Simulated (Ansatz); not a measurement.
# Se on Os(0001): change of the work function

Wanted: Δφ(θ) for Se/Os(0001), starting from the hcp site.

Program: Ansatz 0.2.0. Level of theory: plane-wave DFT, r2SCAN, Ansatz PAW. Results are calculated unless marked as measured.

## 1. The starting structure

The cell holds 4 atoms: 4 Os. Cell: a = 2.740 Å, b = 2.740 Å, c = 24.490 Å, α = 90.0°, β = 90.0°, γ = 60.0°. Vacuum lies along c.

## 2. The clean slab

The bare slab comes first, as the zero from which every change is counted. The two lowest layers are held at bulk places and the upper ones relax. The dipole correction removes the false field that a one-sided slab makes across the periodic vacuum, so each face gets a flat vacuum level of its own.

File input.yaml:

```yaml
crystal:
  lattice:
    - [2.74, 0.0, 0.0]
    - [1.37, 2.3729096064, 0.0]
    - [0.0, 0.0, 24.48969]
  atoms:
    - { symbol: Os, position: [0.6666666667, 0.6666666667, 0.3675015894] }
    - { symbol: Os, position: [0.0, 0.0, 0.4558338631] }
    - { symbol: Os, position: [0.6666666667, 0.6666666667, 0.5441661369] }
    - { symbol: Os, position: [0.0, 0.0, 0.6324984106] }
kpoints:
  mp_grid: { grid: [13, 13, 1] }
hamiltonian:
  xc: r2scan
scf:
  occupations: { method: fermi_dirac, width: 0.1 }
  convergence: { dr2_threshold: 1.0e-08 }
efield:
  axis: 3
  dipole_correction: true
  ramp_position: 0.97
  ramp_width: 0.06
relax:
  f_tol: 0.02
  max_steps: 60
  constraints: [{ sites: [0, 1] }]
output:
  write_potential: true
  write_density: true
  volumetric_format: npy
```

Started as:

```
ansatz run input.yaml --threads 4 --pin off --max-ram 12288MiB --backend cpu --events-out ev --progress --plain --runs-dir out
```

Numbers of over 12 decimals in the logs are rounded to 6 here.

Output:

```text
Engine: ansatz 0.2.0, aarch64-unknown-linux-gnu
Pseudopotentials: kind: paw
Pseudopotential: Os, paw, valence charge 16, recommended cutoff 500 eV (meta_gga), Os.paw.azcp
Functional definition: r2SCAN
  parameter k0 = 0.174
  parameter k1 = 0.065
  parameter a1 = 4.9479
  exchange = r2scan_x(k0 = k0, k1 = k1, a1 = a1)
  correlation = r2scan_c
Crystal: 4 atoms, lattice volume = 159.226 Å³
Basis set: ecut = 500 eV, 3929 PW (Γ), exchange–correlation on 80×80×720 points (64 copies of the dense FFT grid, shifted against one another)
Bands: 39, of which v1, the nominal top of the filled ones, is band 32 counted from 1 (31 counted from 0)
Symmetry: 6 space group operations
k-points: 21 of 169 (time reversal used)
Non-local potential: Os, projectors of the file, l = 0: 3, l = 1: 2, l = 2: 2, l = 3: 1
PAW form: soft (Blöchl's): semilocal exchange-correlation on the pseudo side does not see the compensation charge
PAW frozen core: Os, regenerated for the run's functional (the file was generated under x = pbe(κ = 0.804, μ = 0.219515), c = pbe(β = 0.066725))
PAW one-centre angular grid: Os, 590 points (default); XC on 160 Gauss nodes
Initial density: superposition of atomic densities (neutral atoms: chi_scale 0, normalization atom), corrected by the library's trained network
Initial wavefunctions: pseudopotential atomic-orbital guess
Functional: x = r2scan, c = r2scan; τ floored in thin density (d = 2e-4 eV/Å³)
SCF iter   1: F=—  HF=-45587.777925 eV  |F-HF|=—  |Δ(HF+E_count)|=         —  Δρ=7.72e-3  dr2=2.18e-1  dr2_τ=7.48e-2  ethr=1.77e-3  p=0.000 e·Å  D=1.48e-14 V/Å  ΔV_dip=-0.00 eV  dr2_dipole=1.60e-7  V_vac-E_F(+/−)=5.59/5.59 eV  ⟨swp⟩=8.5  Hψ=4091  notcnv=0
efield: sawtooth ramp at fractional position 0.9700 (set: `efield.ramp_position`, or a place that a band, a saddle search or an elastic batch's reference lends), width 0.0600; the density the first Hamiltonian is built on has a dipole p = 0.000 e·Å; the dipole correction subtracts the counter field D = 1.48e-14 V/Å, which shifts the + side's vacuum level by -0.00 eV against the − side's; the planar-averaged density in the ramp window peaks in size at 3.8e-5 e/Å³
preconditioner: auto → LDOS  [metal: Δε(μ)=0.025 eV  Ē_g=5.879 eV  σ=0.100 eV  W_gap=0.06  n_scr=18 (ndim 8)  ℏωp=16.6 eV  f_vac=0.578  D(μ)=3.29/eV (n_scr^D=14)  β→1.0]
SCF iter   2: F=—  HF=-45587.867888 eV  |F-HF|=—  |Δ(HF+E_count)|=   9.00e-2  Δρ=2.81e-3  dr2=3.68e-2  dr2_τ=2.19e-3  ethr=3.41e-4  p=-0.000 e·Å  D=-3.68e-5 V/Å  ΔV_dip=0.00 eV  dr2_dipole=8.20e-7  V_vac-E_F(+/−)=5.41/5.41 eV  ⟨swp⟩=2.1  Hψ=1532  notcnv=0
SCF iter   3: F=—  HF=-45587.867402 eV  |F-HF|=—  |Δ(HF+E_count)|=   4.86e-4  Δρ=1.63e-3  dr2=1.52e-2  dr2_τ=8.28e-4  ethr=5.75e-5  p=-0.000 e·Å  D=-1.71e-6 V/Å  ΔV_dip=0.00 eV  dr2_dipole=1.22e-6  V_vac-E_F(+/−)=5.50/5.50 eV  ⟨swp⟩=3.3  Hψ=1817  notcnv=0
SCF iter   4: F=—  HF=-45587.864525 eV  |F-HF|=—  |Δ(HF+E_count)|=   2.88e-3  Δρ=5.21e-4  dr2=1.17e-3  dr2_τ=4.96e-5  ethr=2.38e-5  p=-0.000 e·Å  D=-2.36e-5 V/Å  ΔV_dip=0.00 eV  dr2_dipole=1.91e-7  V_vac-E_F(+/−)=5.48/5.48 eV  ⟨swp⟩=2.0  Hψ=1158  notcnv=0
SCF iter   5: F=—  HF=-45587.864420 eV  |F-HF|=—  |Δ(HF+E_count)|=   1.05e-4  Δρ=1.41e-4  dr2=9.93e-5  dr2_τ=4.17e-6  ethr=1.82e-6  p=-0.000 e·Å  D=-9.74e-6 V/Å  ΔV_dip=0.00 eV  dr2_dipole=3.09e-8  V_vac-E_F(+/−)=5.46/5.46 eV  ⟨swp⟩=2.5  Hψ=1305  notcnv=0
SCF iter   6: F=—  HF=-45587.864426 eV  |F-HF|=—  |Δ(HF+E_count)|=   5.90e-6  Δρ=3.16e-5  dr2=6.01e-6  dr2_τ=1.83e-7  ethr=1.55e-7  p=-0.000 e·Å  D=-1.05e-5 V/Å  ΔV_dip=0.00 eV  dr2_dipole=5.57e-9  V_vac-E_F(+/−)=5.46/5.45 eV  ⟨swp⟩=2.4  Hψ=1308  notcnv=0
SCF iter   7: F=—  HF=-45587.864513 eV  |F-HF|=—  |Δ(HF+E_count)|=   8.70e-5  Δρ=1.16e-5  dr2=2.61e-7  dr2_τ=2.53e-8  ethr=9.39e-9  p=0.000 e·Å  D=5.42e-7 V/Å  ΔV_dip=-0.00 eV  dr2_dipole=2.91e-10  V_vac-E_F(+/−)=5.45/5.45 eV  ⟨swp⟩=3.2  Hψ=1616  notcnv=0
SCF iter   8: F=—  HF=-45587.864513 eV  |F-HF|=—  |Δ(HF+E_count)|=   1.81e-7  Δρ=2.68e-6  dr2=2.33e-8  dr2_τ=3.22e-9  ethr=4.08e-10  p=-0.000 e·Å  D=-3.04e-6 V/Å  ΔV_dip=0.00 eV  dr2_dipole=1.87e-10  V_vac-E_F(+/−)=5.45/5.45 eV  ⟨swp⟩=3.3  Hψ=1750  notcnv=0
SCF iter   9: F=-45587.864513 eV  HF=-45587.864513 eV  |F-HF|=3.06e-9  |Δ(HF+E_count)|=   6.02e-9  Δρ=1.23e-6  dr2=7.05e-9  dr2_τ=4.30e-10  ethr=1.56e-11  p=0.000 e·Å  D=9.63e-7 V/Å  ΔV_dip=-0.00 eV  dr2_dipole=2.77e-12  V_vac-E_F(+/−)=5.45/5.45 eV  ⟨swp⟩=11.1  Hψ=6231  notcnv=0
SCF 1 converged in 9 iterations: F = -45587.864513 eV  dr2 = 7.05e-9
  greatest PAW one-centre occupation: 1.000 electrons in one spin orbital (limit 2), on the Os atom at site 1 (counted from 0), in its partial waves of l = 0
relax step   1: F+E_penalty+E_count = -45587.86451278 eV  Δ(F+E_penalty+E_count) = +0.000e0 eV  max|allowed force component| = 9.967e-1 eV/Å  Δτ_max = 0.0000 Å  (9 SCF iters, accepted)
Initial density: handed on by an earlier stage of this run
Initial wavefunctions: those handed on with the density
SCF iter   1: F=—  HF=-45587.169743 eV  |F-HF|=—  |Δ(HF+E_count)|=         —  Δρ=1.40e-2  dr2=3.63e0  dr2_τ=6.09e0  ethr=3.10e-3  p=0.000 e·Å  D=1.02e-6 V/Å  ΔV_dip=-0.00 eV  dr2_dipole=1.39e0  V_vac-E_F(+/−)=5.36/5.36 eV  ⟨swp⟩=5.5  Hψ=2356  notcnv=0
efield: sawtooth ramp at fractional position 0.9700 (set: `efield.ramp_position`, or a place that a band, a saddle search or an elastic batch's reference lends), width 0.0600; the density the first Hamiltonian is built on has a dipole p = 0.000 e·Å; the dipole correction subtracts the counter field D = 1.02e-6 V/Å, which shifts the + side's vacuum level by -0.00 eV against the − side's; the planar-averaged density in the ramp window peaks in size at 1.3e-5 e/Å³
preconditioner: auto → LDOS  [metal: Δε(μ)=0.059 eV  Ē_g=6.102 eV  σ=0.100 eV  W_gap=0.14  n_scr=18 (ndim 8)  ℏωp=16.6 eV  f_vac=0.587  D(μ)=3.08/eV (n_scr^D=14)  β→1.0]
SCF iter   2: F=—  HF=-45587.944126 eV  |F-HF|=—  |Δ(HF+E_count)|=   7.74e-1  Δρ=1.04e-2  dr2=1.07e0  dr2_τ=5.38e-2  ethr=3.10e-3  p=0.018 e·Å  D=2.08e-2 V/Å  ΔV_dip=-0.51 eV  dr2_dipole=3.10e-1  V_vac-E_F(+/−)=4.98/5.49 eV  ⟨swp⟩=2.2  Hψ=1452  notcnv=0
SCF iter   3: F=—  HF=-45587.842316 eV  |F-HF|=—  |Δ(HF+E_count)|=   1.02e-1  Δρ=3.42e-3  dr2=2.37e-1  dr2_τ=3.68e-3  ethr=1.68e-3  p=0.011 e·Å  D=1.27e-2 V/Å  ΔV_dip=-0.31 eV  dr2_dipole=9.93e-2  V_vac-E_F(+/−)=5.17/5.48 eV  ⟨swp⟩=2.2  Hψ=1299  notcnv=0
[...]
efield: sawtooth ramp at fractional position 0.9700 (set: `efield.ramp_position`, or a place that a band, a saddle search or an elastic batch's reference lends), width 0.0600; the density the first Hamiltonian is built on has a dipole p = 0.002 e·Å; the dipole correction subtracts the counter field D = 2.04e-3 V/Å, which shifts the + side's vacuum level by -0.05 eV against the − side's; the planar-averaged density in the ramp window peaks in size at 6.3e-6 e/Å³
preconditioner: auto → LDOS  [metal: Δε(μ)=0.022 eV  Ē_g=5.953 eV  σ=0.100 eV  W_gap=0.06  n_scr=18 (ndim 8)  ℏωp=16.6 eV  f_vac=0.581  D(μ)=3.24/eV (n_scr^D=14)  β→1.0]
SCF iter   2: F=—  HF=-45587.908016 eV  |F-HF|=—  |Δ(HF+E_count)|=   4.21e-3  Δρ=6.02e-4  dr2=2.18e-3  dr2_τ=5.48e-5  ethr=3.02e-6  p=0.001 e·Å  D=1.03e-3 V/Å  ΔV_dip=-0.03 eV  dr2_dipole=1.41e-4  V_vac-E_F(+/−)=5.41/5.44 eV  ⟨swp⟩=3.5  Hψ=1961  notcnv=0
SCF iter   3: F=—  HF=-45587.907601 eV  |F-HF|=—  |Δ(HF+E_count)|=   4.15e-4  Δρ=2.59e-4  dr2=3.81e-4  dr2_τ=4.79e-6  ethr=3.02e-6  p=0.001 e·Å  D=1.35e-3 V/Å  ΔV_dip=-0.03 eV  dr2_dipole=4.32e-5  V_vac-E_F(+/−)=5.40/5.44 eV  ⟨swp⟩=2.0  Hψ=1136  notcnv=0
SCF iter   4: F=—  HF=-45587.907553 eV  |F-HF|=—  |Δ(HF+E_count)|=   4.76e-5  Δρ=4.61e-5  dr2=2.97e-5  dr2_τ=3.48e-7  ethr=5.96e-7  p=0.001 e·Å  D=1.64e-3 V/Å  ΔV_dip=-0.04 eV  dr2_dipole=1.02e-5  V_vac-E_F(+/−)=5.40/5.44 eV  ⟨swp⟩=2.1  Hψ=1259  notcnv=0
SCF iter   5: F=—  HF=-45587.907550 eV  |F-HF|=—  |Δ(HF+E_count)|=   3.26e-6  Δρ=3.40e-5  dr2=8.40e-6  dr2_τ=1.12e-7  ethr=4.64e-8  p=0.001 e·Å  D=1.66e-3 V/Å  ΔV_dip=-0.04 eV  dr2_dipole=3.47e-6  V_vac-E_F(+/−)=5.39/5.43 eV  ⟨swp⟩=2.2  Hψ=1264  notcnv=0
SCF iter   6: F=—  HF=-45587.907625 eV  |F-HF|=—  |Δ(HF+E_count)|=   7.51e-5  Δρ=9.04e-6  dr2=3.54e-7  dr2_τ=1.90e-8  ethr=1.31e-8  p=0.002 e·Å  D=1.74e-3 V/Å  ΔV_dip=-0.04 eV  dr2_dipole=7.18e-8  V_vac-E_F(+/−)=5.39/5.44 eV  ⟨swp⟩=2.0  Hψ=1135  notcnv=0
SCF iter   7: F=—  HF=-45587.907625 eV  |F-HF|=—  |Δ(HF+E_count)|=   1.73e-8  Δρ=2.06e-6  dr2=3.04e-8  dr2_τ=2.07e-9  ethr=5.53e-10  p=0.002 e·Å  D=1.76e-3 V/Å  ΔV_dip=-0.04 eV  dr2_dipole=5.49e-9  V_vac-E_F(+/−)=5.39/5.44 eV  ⟨swp⟩=3.1  Hψ=1796  notcnv=0
SCF iter   8: F=-45587.907625 eV  HF=-45587.907625 eV  |F-HF|=2.76e-10  |Δ(HF+E_count)|=   1.46e-9  Δρ=5.82e-7  dr2=1.16e-9  dr2_τ=1.90e-10  ethr=1.56e-11  p=0.002 e·Å  D=1.76e-3 V/Å  ΔV_dip=-0.04 eV  dr2_dipole=2.18e-10  V_vac-E_F(+/−)=5.39/5.44 eV  ⟨swp⟩=10.6  Hψ=5778  notcnv=0
SCF 4 converged in 8 iterations: F = -45587.907625 eV  dr2 = 1.16e-9
relax step   4: F+E_penalty+E_count = -45587.90762524 eV  Δ(F+E_penalty+E_count) = -9.325e-4 eV  max|allowed force component| = 1.082e-2 eV/Å  Δτ_max = 0.0064 Å  (8 SCF iters, accepted)
NSCF: frozen V_eff on 21 k-points
the band table was solved once a step of the walk had ended and its energy, with any forces and stress, was formed, with the checks that follow a solve (3701 applications of the Hamiltonian). They found nothing against the state; the energy, forces and stress were not computed again (output.eigenvalues in the input reference)
iter 1 solved again at ethr=1.87e-12 eV; its pass at ethr=3.10e-3 eV (dr2=1.19e-9 eV) is discarded
SCF iter   1: F=—  HF=-45587.907625 eV  |F-HF|=—  |Δ(HF+E_count)|=         —  Δρ=5.83e-7  dr2=1.15e-9  dr2_τ=1.90e-10  ethr=1.87e-12  p=0.002 e·Å  D=1.76e-3 V/Å  ΔV_dip=-0.04 eV  dr2_dipole=2.18e-10  V_vac-E_F(+/−)=5.39/5.44 eV  ⟨swp⟩=2.2  Hψ=3537  notcnv=0
efield: sawtooth ramp at fractional position 0.9700 (kept from the solve that this one continues, or follows in the run), width 0.0600; the density the first Hamiltonian is built on has a dipole p = 0.002 e·Å; the dipole correction subtracts the counter field D = 1.76e-3 V/Å, which shifts the + side's vacuum level by -0.04 eV against the − side's; the planar-averaged density in the ramp window peaks in size at 6.3e-6 e/Å³
preconditioner: auto → LDOS  [metal: Δε(μ)=0.024 eV  Ē_g=5.955 eV  σ=0.100 eV  W_gap=0.06  n_scr=18 (ndim 8)  ℏωp=16.6 eV  f_vac=0.581  D(μ)=3.24/eV (n_scr^D=14)  β→1.0]
SCF iter   2: F=-45587.907625 eV  HF=-45587.907625 eV  |F-HF|=9.46e-11  |Δ(HF+E_count)|=  8.95e-10  Δρ=4.45e-7  dr2=5.84e-10  dr2_τ=7.47e-11  ethr=1.80e-12  p=0.002 e·Å  D=1.76e-3 V/Å  ΔV_dip=-0.04 eV  dr2_dipole=2.14e-12  V_vac-E_F(+/−)=5.39/5.44 eV  ⟨swp⟩=9.6  Hψ=5351  notcnv=0
SCF 5 converged in 2 iterations: F = -45587.907625 eV  dr2 = 5.84e-10
NSCF: frozen V_eff on 21 k-points
the band table was solved once a step of the walk had ended and its energy, with any forces and stress, was formed, with the checks that follow a solve (3587 applications of the Hamiltonian). They found nothing against the state; the energy, forces and stress were not computed again (output.eigenvalues in the input reference)
WARN: The output density's exchange-correlation potential varies sharply where the density is thin. Do not read a vacuum level from v_tot or v_xc, or from such a field of the output density. On a cell that repeats whose density bears no net charge and no dipole along the vacuum's axis use v_es (v_loc + v_h of the components); under efield.dipole_correction with no amplitude use v_es + v_field, which holds any externa [...]
SCF converged after 2 iterations
Free energy (F): -45587.907625 eV
Harris-Foulkes:  -45587.907625 eV  (|F-HF|=9.46e-11)
Internal energy: -45587.798238 eV  (E = F + TS)
E sigma→0 (E₀):  -45587.852931 eV
Entropy (-TS):   -0.109388 eV (-27.347 meV/atom)
Fermi energy:    5.595763 eV
Dipole field:    D = 0.001759 V/Å  (p = 0.001548 e·Å, saw-weighted, corrected)
Work function:   Φ+ = 5.3924 eV   Φ− = 5.4355 eV
Levels:          The Fermi level and band energies are counted from a zero that moves with the ramp; work functions are not
--- Per-component energies (eV) ---
  E_band       = -1606.611395
  E_kinetic    = 2245.464823
  E_local      = -103792.587481  (includes V_loc(G=0)·N_el)
  E_nonlocal   = -5.745562
  E_hartree    = 50994.671605
  E_xc         = -1007.476989
  E_vxc        = -1250.606331  (∫ρ·V_xc dr)
  E_paw        = -36155.466842  (= ΣΔE_a)
  E_vpaw       = -865.838303  (= ΣTr[D̂ρ^β])
  E_aug_tail   = -0.000588  (compensation charges beyond the density's cutoff)
  E_vtau       = 73.356780  (kinetic-family band-sum trace: ∫τ·v_τ [+ j·A + Jᵃ·Aᵃ] dr)
  E_efield     = 0.000001  (sawtooth field / dipole correction)
  E_vefield    = 0.002774  (∫n·V_field dr)
  E_ewald      = 42134.882846
  E_core_change = -1.540051  (= ΣΔE_core)
  E_smearing   = -0.109388  (= −TS)
  E_closure    = 0.000000  (closes the sum)
  Σ components = -45587.907625   (vs F -45587.907625, Δ=0.00e0)
--- Forces (eV/Å), atoms counted from 1 ---
  atom   1  Os     0.00000000    -0.00000000     0.95734291
  atom   2  Os    -0.00000000     0.00000000    -0.96687182
  atom   3  Os    -0.00000000    -0.00000000     0.01083608
  atom   4  Os    -0.00000000     0.00000000    -0.00128647
  max |Σ_I F_I| component: 2.07e-5 eV/Å
--- Band table (eV; the first three rows and the last of 21) ---
  k-point 0: bands = [... 28 lower, 3.1195, 3.3105, 3.3105, 4.7041, 4.7041, 4.9894, 6.0229, 6.0318, ... 3 higher]
  k-point 1: bands = [... 28 lower, 3.2767, 3.3106, 3.4825, 4.4317, 4.6474, 4.8852, 5.2670, 5.9638, ... 3 higher]
  k-point 2: bands = [... 28 lower, 3.2852, 3.6255, 3.8556, 3.9894, 4.4187, 4.7485, 5.1965, 5.8436, ... 3 higher]
  k-point 20: bands = [... 28 lower, 3.2022, 4.0682, 4.9454, 6.5304, 6.6184, 6.8943, 7.3054, 7.6003, ... 3 higher]
--- Relaxed structure (4 steps of the walk, 3 accepted, 0 SCFs on fresh bases) ---
  F+E_penalty+E_count = -45587.90762524 eV   max|allowed force component| = 1.082e-2 eV/Å
  atoms:
    - { symbol: Os, position: [0.666667, 0.666667, 0.3675015894] }
    - { symbol: Os, position: [0.0, 0.0, 0.4558338631] }
    - { symbol: Os, position: [0.666667, 0.666667, 0.543782] }
    - { symbol: Os, position: [-2.40476639738277e-18, 0, 0.628863] }
```

It took 31 s on 4 threads of Arm Neoverse V1, shared host; peak memory 0.76 GiB.

The steps of the relaxation:

| step | energy less that of the first step (eV) | largest force component (eV/Å) |
| --- | --- | --- |
| 1 | 0.0000 | 0.9967 |
| 2 | 0.0291 | 1.6064 |
| 3 | -0.0422 | 0.1922 |
| 4 | -0.0431 | 0.0108 |

Relaxation step 2 was tried and not accepted.

The run keeps the 6 symmetry operations that it works with, so distortions that break them were not tested.

The atoms that moved most (Å):

| atom | dx | dy | dz | length |
| --- | --- | --- | --- | --- |
| Os4 | 0.000 | 0.000 | -0.089 | 0.089 |
| Os3 | 0.000 | 0.000 | -0.009 | 0.009 |

Final coordinates:

```xyz
4
Lattice="2.7400 0.0000 0.0000 1.3700 2.3729 0.0000 0.0000 0.0000 24.4897" Properties=species:S:1:pos:R:3
Os    2.7400    1.5819    9.0000
Os    0.0000    0.0000   11.1632
Os    2.7400    1.5819   13.3170
Os    0.0000    0.0000   15.4007
```

Numbers from this step:

```
energy at zero smearing        : -45587.8529 eV
work function, upper face      : 5.392 eV
work function, lower face      : 5.435 eV
dipole along the normal        : 0.001548 e·Å
step between the vacuum levels : -0.04309 eV
```

Running mean over 2.16323 Å of the planar mean; the ramp of the sawtooth is left out. The electron's electrostatic potential energy less the Fermi level by z:

| z (Å) | electron's electrostatic potential energy less the Fermi level (eV) |
| --- | --- |
| 3.0 | 5.44 |
| 3.5 | 5.44 |
| 4.0 | 5.44 |
| 4.5 | 5.43 |
| 5.0 | 5.43 |
| 5.5 | 5.41 |
| 6.0 | 5.34 |
| 6.5 | 5.08 |
| 7.0 | 4.12 |
| 7.5 | 0.848 |
| 8.0 | -4.90 |
| 8.5 | -9.98 |
| 9.0 | -12.0 |
| 9.5 | -12.4 |
| 10.0 | -12.6 |
| 10.5 | -12.7 |
| 11.0 | -12.8 |
| 11.5 | -12.9 |
| 12.0 | -13.0 |
| 12.5 | -13.0 |
| 13.0 | -13.0 |
| 13.5 | -13.1 |
| 14.0 | -13.5 |
| 14.5 | -13.5 |
| 15.0 | -12.9 |
| 15.5 | -12.0 |
| 16.0 | -9.27 |
| 16.5 | -3.76 |
| 17.0 | 1.69 |
| 17.5 | 4.37 |
| 18.0 | 5.11 |
| 18.5 | 5.32 |
| 19.0 | 5.37 |
| 19.5 | 5.39 |
| 20.0 | 5.39 |
| 20.5 | 5.39 |
| 21.0 | 5.39 |

The relaxation took 4 steps and lowered the energy by 0.043 eV; the largest force on the free atoms ends at 0.011 eV/Å.

The work function of the upper face is 5.39 eV.

(Part 1 of 5 ends here.)

[Logs are printed without paths, hosts, clocks, repeated set-up lines and the standing remarks that a program may print on its own settings, such as how far it seeks lower states.]

[Hosts, paths, dates, database ids (printed as entryN), source tags and the programs' standing remarks are cut or masked in the printed files.]

[Maps of the electrostatic potential energy from Ansatz leave out the sawtooth potential of an applied field or a dipole correction, so their vacuum need not be flat; planar profiles and work functions include it.]
